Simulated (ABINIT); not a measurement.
**Quasiparticle gap of NbInO4 (P2/c) in ABINIT**

Wanted: ground state, empty states, screening and self-energy for NbInO4 (P2/c).

Main program and level: ABINIT 10.8.3; LDA and many-body steps on it, plane waves.

**Experimental background.**

- Gap 4.7 eV: direct gap from Elliott-Toyozawa fit; diffuse reflectance; 300 K; powder (“Accurate Determination of the Band-Gap Energy of the Rare-Earth Niobate Series”, 2024, arxiv:2401.13477).

**1. The starting structure**

It takes space group P2/c (No. 13, monoclinic). The conventional cell has a = 4.835 Å, b = 5.771 Å, c = 5.144 Å, α = 90.00°, β = 91.13°, γ = 90.00°. Nearest to Nb lie 6 O at 1.88 to 2.15 Å. Nearest to In lie 6 O at 2.10 to 2.23 Å. Nearest to O lie 1 Nb at 1.88 Å and 2 In at 2.15 to 2.23 Å. Nearest to O lie 2 Nb at 1.98 to 2.15 Å and 1 In at 2.10 Å. Farther neighbours and most contacts between anions are not listed.

The cell and positions come from the Crystallography Open Database and are kept as given unless a step says otherwise.

**2. Ground state**

This step: ABINIT 10.8.3; DFT, LDA, plane waves, norm-conserving pseudopotentials.

The ground-state density comes first.

Input file run.abi:

```
acell 3*1.0 Angstrom
rprim 
  4.835500000000 0.000000000000 -0.000000000000
  0.000000000000 5.770900000000 0.000000000000
  -0.101444525800 0.000000000000 5.142999611900
ntypat 3
znucl 41 49 8
natom 12
typat 1 1 2 2 3 3 3 3 3 3 3 3
xred 
  0.000000000000 0.177900000000 0.250000000000
  0.000000000000 0.822100000000 0.750000000000
  0.500000000000 0.682500000000 0.250000000000
  0.500000000000 0.317500000000 0.750000000000
  0.260000000000 0.618000000000 0.901000000000
  0.740000000000 0.618000000000 0.599000000000
  0.740000000000 0.382000000000 0.099000000000
  0.260000000000 0.382000000000 0.401000000000
  0.217000000000 0.898000000000 0.438000000000
  0.783000000000 0.898000000000 0.062000000000
  0.783000000000 0.102000000000 0.562000000000
  0.217000000000 0.102000000000 0.938000000000
pp_dirpath "pseudos"
pseudos "Nb.upf, In.upf, O.upf"
ecut 42
ngkpt 4 4 4
nshiftk 1
shiftk 0 0 0
kptopt 1
chksymbreak 0
nband 68
occopt 1
tolvrs 1e-08
nstep 60
prtwf 0
indata_prefix "in"
outdata_prefix "out"
tmpdata_prefix "tmp"
```

Command:

```
OMP_NUM_THREADS=1 mpirun -n 16 abinit run.abi > log
```

Numbers of over 12 decimals in the logs are rounded to 6 here.

The log of the run:

```text
.Version 10.8.3 of ABINIT. v10.8.2 released Aug 2026.

 Symmetries : space group P2/c (# 13); Bravais mP (primitive monocl.)
================================================================================
 Values of the parameters that define the memory need of the present run
     intxc =       0    ionmov =       0      iscf =       7    lmnmax =       6
     lnmax =       6     mgfft =      64  mpssoang =       3    mqgrid =    3182
     natom =      12  nloc_mem =       1    nspden =       1   nspinor =       1
    nsppol =       1      nsym =       4    n1xccc =    2501    ntypat =       3
    occopt =       1   xclevel =       1
-    mband =          68        mffmem =           1         mkmem =           2
       mpw =       12612          nfft =      207360          nkpt =          30
================================================================================
  Rough estimation (10% accuracy) of disk space for files :
================================================================================

--------------------------------------------------------------------------------
------------- Echo of variables that govern the present computation ------------
--------------------------------------------------------------------------------
 -outvars: echo values of preprocessed input variables --------
            acell      1.8897261259E+00  1.8897261259E+00  1.8897261259E+00 Bohr

      chksymbreak           0
             ecut      4.20000000E+01 Hartree
-          fftalg         312

              ixc       -1012
              kpt      0.00000000E+00  0.00000000E+00  0.00000000E+00
                       2.50000000E-01  0.00000000E+00  0.00000000E+00
                       5.00000000E-01  0.00000000E+00  0.00000000E+00
                       0.00000000E+00  2.50000000E-01  0.00000000E+00
                       2.50000000E-01  2.50000000E-01  0.00000000E+00
                       5.00000000E-01  2.50000000E-01  0.00000000E+00
                       0.00000000E+00  5.00000000E-01  0.00000000E+00
                       2.50000000E-01  5.00000000E-01  0.00000000E+00
                       5.00000000E-01  5.00000000E-01  0.00000000E+00
   [... 19 further rows ...]
                       2.50000000E-01  5.00000000E-01  5.00000000E-01
                       5.00000000E-01  5.00000000E-01  5.00000000E-01
         kptrlatt        4    0    0      0    4    0      0    0    4
          kptrlen      3.65510827E+01
P           mkmem           2
            natom          12
            nband          68
            ngfft          54      64      60
             nkpt          30
            nstep          60
             nsym           4
           ntypat           3
              occ      2.000000  2.000000  2.000000  2.000000  2.000000  2.000000
                       2.000000  2.000000  2.000000  2.000000  2.000000  2.000000
                       2.000000  2.000000  2.000000  2.000000  2.000000  2.000000
                       2.000000  2.000000  2.000000  2.000000  2.000000  2.000000
                       2.000000  2.000000  2.000000  2.000000  2.000000  2.000000
                       2.000000  2.000000  2.000000  2.000000  2.000000  2.000000
                       2.000000  2.000000  2.000000  2.000000  2.000000  2.000000
                       2.000000  2.000000  2.000000  2.000000  2.000000  2.000000
                       2.000000  2.000000  2.000000  2.000000  2.000000  2.000000
                       2.000000  2.000000  2.000000  2.000000  0.000000  0.000000
                       0.000000  0.000000  0.000000  0.000000  0.000000  0.000000
                       0.000000  0.000000
            prtwf           0
            rprim      4.8355000000E+00  0.0000000000E+00 -0.0000000000E+00
[...]
spgroup          13

           tolvrs      1.00000000E-08

             xred      3.8397221678E-19  1.7790000000E-01  2.5000000000E-01
[...]
znucl       41.00000   49.00000    8.00000

================================================================================

 chkinp: Checking input parameters for consistency.

================================================================================
== DATASET  1 ==================================================================
-   mpi_nproc: 16, omp_nthreads: 1 (-1 if OMP is not activated)

--- !DatasetInfo
iteration_state: {dtset: 1, }
dimensions: {natom: 12, nkpt: 30, mband: 68, nsppol: 1, nspinor: 1, nspden: 1, mpw: 12612, }
cutoff_energies: {ecut:  42.0, pawecutdg:  -1.0, }
electrons: {nelect:   1.16000000E+02, charge:   0.00000000E+00, occopt:   1.00000000E+00, tsmear:   1.00000000E-02, }

 Real(R)+Recip(G) space primitive vectors, cartesian coordinates (Bohr,Bohr^-1):
 R(1)=  9.1377707  0.0000000  0.0000000  G(1)=  0.1094359  0.0000000  0.0021586
 R(2)=  0.0000000 10.9054205  0.0000000  G(2)=  0.0000000  0.0916975  0.0000000
 R(3)= -0.1917024  0.0000000  9.7188607  G(3)=  0.0000000  0.0000000  0.1028927
 Unit cell volume ucvol=  9.6849644E+02 bohr^3
 Angles (23,13,12)=  9.00000000E+01  9.11300000E+01  9.00000000E+01 degrees

 getcut: wavevector=  0.0000  0.0000  0.0000  ngfft=  54  64  60
         ecut(hartree)=     42.000   => boxcut(ratio)=   2.01163

--- Pseudopotential description ------------------------------------------------
[...]
lattice_volume:   9.6849644E+02
convergence: {deltae: -2.058E-11, res2:  7.965E-09, residm:  4.230E-03, diffor: null, }
etotal    :  -6.55977492E+02
entropy   :   0.00000000E+00
fermie    :   1.98689826E-01
cartesian_stress_tensor: # hartree/bohr^3
- [  1.52971783E-04,   0.00000000E+00,  -1.49860038E-05, ]
- [  0.00000000E+00,   1.41472234E-04,   0.00000000E+00, ]
- [ -1.49860038E-05,   0.00000000E+00,   1.75408546E-04, ]
pressure_GPa:  -4.6078E+00
xred      :
- [  3.8397E-19,   1.7790E-01,   2.5000E-01, Nb]
- [  2.0193E-18,   8.2210E-01,   7.5000E-01, Nb]
- [  5.0000E-01,   6.8250E-01,   2.5000E-01, In]
- [  5.0000E-01,   3.1750E-01,   7.5000E-01, In]
- [  2.6000E-01,   6.1800E-01,   9.0100E-01,  O]
- [  7.4000E-01,   6.1800E-01,   5.9900E-01,  O]
- [  7.4000E-01,   3.8200E-01,   9.9000E-02,  O]
- [  2.6000E-01,   3.8200E-01,   4.0100E-01,  O]
- [  2.1700E-01,   8.9800E-01,   4.3800E-01,  O]
- [  7.8300E-01,   8.9800E-01,   6.2000E-02,  O]
- [  7.8300E-01,   1.0200E-01,   5.6200E-01,  O]
- [  2.1700E-01,   1.0200E-01,   9.3800E-01,  O]
cartesian_forces: # hartree/bohr
- [ -1.44560290E-19,  -3.43635301E-03,  -3.40566793E-33, ]
- [ -1.44560290E-19,   3.43635301E-03,  -0.00000000E+00, ]
- [ -1.44560290E-19,  -2.93534108E-03,   3.40566793E-32, ]
- [ -1.44560290E-19,   2.93534108E-03,  -0.00000000E+00, ]
[...]
- [ -6.70847688E-04,  -1.29197470E-03,  -3.50092488E-04, ]
- [ -6.29979265E-03,   1.61422325E-03,   2.44298152E-03, ]
- [  6.29979265E-03,   1.61422325E-03,  -2.44298152E-03, ]
- [  6.29979265E-03,  -1.61422325E-03,  -2.44298152E-03, ]
- [ -6.29979265E-03,  -1.61422325E-03,   2.44298152E-03, ]
force_length_stats: {min:   1.49726417E-03, max:   6.94703266E-03, mean:   3.87671463E-03, }

 Integrated electronic density in atomic spheres:
 ------------------------------------------------
 Atom  Sphere_radius  Integrated_density
[...]
================================================================================

 ----iterations are completed or convergence reached----

 Mean square residual over all n,k,spin=   32.245E-07; max=  42.302E-04
 reduced coordinates (array xred) for   12 atoms
[...]
0.260000000000      0.382000000000      0.401000000000
       0.217000000000      0.898000000000      0.438000000000
       0.783000000000      0.898000000000      0.062000000000
       0.783000000000      0.102000000000      0.562000000000
       0.217000000000      0.102000000000      0.938000000000
 rms dE/dt=  2.5183E-02; max dE/dt=  5.7566E-02; dE/dt below (all hartree)
    1       0.000000000000      0.037474874574      0.000000000000
    2       0.000000000000     -0.037474874574      0.000000000000
    3      -0.000000000000      0.032011128771      0.000000000000
    4       0.000000000000     -0.032011128771      0.000000000000
    5       0.006130052331     -0.014089527405      0.003273897044
    6      -0.006130052331     -0.014089527405     -0.003273897044
    7      -0.006130052331      0.014089527405     -0.003273897044
    8       0.006130052331      0.014089527405      0.003273897044
    9       0.057566060587     -0.017603783348     -0.024950682303
   10      -0.057566060587     -0.017603783348      0.024950682303
[...]
cartesian coordinates (angstrom) at end:
[...]
cartesian forces (hartree/bohr) at end:
[...]
frms,max,avg= 2.5973370E-03 6.2997927E-03   0.000E+00  0.000E+00  0.000E+00 h/b

 cartesian forces (eV/Angstrom) at end:
[...]
9     -0.323948     0.083007     0.125623
   10      0.323948     0.083007    -0.125623
   11      0.323948    -0.083007    -0.125623
   12     -0.323948    -0.083007     0.125623
 frms,max,avg= 1.3356044E-01 3.2394836E-01   0.000E+00  0.000E+00  0.000E+00 e/A
 length scales=  1.889726125908  1.889726125908  1.889726125908 bohr
              =  1.000000000000  1.000000000000  1.000000000000 angstroms
 prteigrs : about to open file out_EIG
 Fermi (or HOMO) energy (hartree) =   0.19869   Average Vxc (hartree)=  -0.44310
 Eigenvalues (hartree) for nkpt=  30  k points:
 kpt#   1, nband= 68, wtk=  0.01563, kpt=  0.0000  0.0000  0.0000 (reduced coord)
  -3.93768   -3.93768   -2.41719   -2.41713   -2.41685   -2.41680   -2.41599   -2.41596
  -1.79188   -1.79093   -0.92572   -0.92257   -0.92112   -0.91745   -0.91710   -0.91536
  -0.43803   -0.40847   -0.39568   -0.39562   -0.39477   -0.38483   -0.37516   -0.37150
  -0.24626   -0.24569   -0.24402   -0.24302   -0.23915   -0.23883   -0.23813   -0.23604
  -0.23045   -0.22311   -0.00878   -0.00250    0.02508    0.04714    0.05319    0.06674
   0.06822    0.08427    0.09746    0.10117    0.10736    0.11620    0.12307    0.13350
   0.13508    0.13721    0.14092    0.16820    0.17057    0.17512    0.17871    0.17942
   0.19249    0.19395    0.32713    0.34320    0.34967    0.35080    0.35795    0.38434
   0.38569    0.44181    0.48963    0.49623
 prteigrs : prtvol=0 or 1, do not print more k-points.

--- !EnergyTerms
iteration_state     : {dtset: 1, }
comment             : Components of total free energy in Hartree
kinetic             :  2.61316053332207E+02
hartree             :  1.78538259833821E+02
xc                  : -1.14871142172019E+02
Ewald energy        : -4.15323760404883E+02
psp_core            :  1.78537119915176E+01
local_psp           : -5.42229378785246E+02
non_local_psp       : -4.12612360669731E+01
total_energy        : -6.55977492271575E+02
total_energy_eV     : -1.78500569108718E+04
band_energy         : -6.86985416353427E+01

 Cartesian components of stress tensor (hartree/bohr^3)
  sigma(1 1)=  1.52971783E-04  sigma(3 2)=  0.00000000E+00
  sigma(2 2)=  1.41472234E-04  sigma(3 1)= -1.49860038E-05
  sigma(3 3)=  1.75408546E-04  sigma(2 1)=  0.00000000E+00

-Cartesian components of stress tensor (GPa)         [Pressure= -4.6078E+00 GPa]
- sigma(1 1)=  4.50058524E+00  sigma(3 2)=  0.00000000E+00
- sigma(2 2)=  4.16225683E+00  sigma(3 1)= -4.40903455E-01
- sigma(3 3)=  5.16069761E+00  sigma(2 1)=  0.00000000E+00

== END DATASET(S) ==============================================================
================================================================================

 -outvars: echo values of variables after computation  --------
           etotal     -6.5597749227E+02
            nband          68
             nkpt          30
          spgroup          13
 [... the other variables as echoed above ...]

 Calculation completed.
```

Wall time 4.6 min (16 MPI ranks of Arm Neoverse N1, shared host); peak memory 2.1 GiB.

This step gave:

- total energy: -17850.0569 eV
- gap: 3.247 eV
- k of the valence top: -0.25, 0, 0.25
- k of the conduction bottom: 0.25, 0, 0.5
- least direct gap: 3.370 eV
- pressure: -4.608 GPa

The gap is indirect, with the least direct gap 0.12 eV higher.

The cutoff was set for levels, not for stress, so the pressure can be off by some GPa.

(Part 1 of 3 ends here.)

[Paths, hosts, dates, memory and timing lines, banners, echoed tables and standing remarks are left out of the program output.]

[Logs are printed without paths, hosts, clocks, repeated set-up lines and the standing remarks that a program may print on its own settings, such as how far it seeks lower states.]

[Runs of the session that timed out or met a known fault of the program may be left out.]

[No measured gap is set beside runs whose start may be inverted or whose files or cutoffs have a known fault.]

[Hosts, paths, dates, database ids (printed as entryN), source tags and the programs' standing remarks are cut or masked in the printed files.]

[G0W0 gaps are taken among the corrected bands and points alone; a level outside them can change the order at an edge.]

[Where Ansatz stands beside ABINIT at settings called matched, ABINIT's density can come from a denser mesh and the files from another edition; pairs whose starting gaps differed by over 0.03 eV were left out, so agreement reads better than it is.]
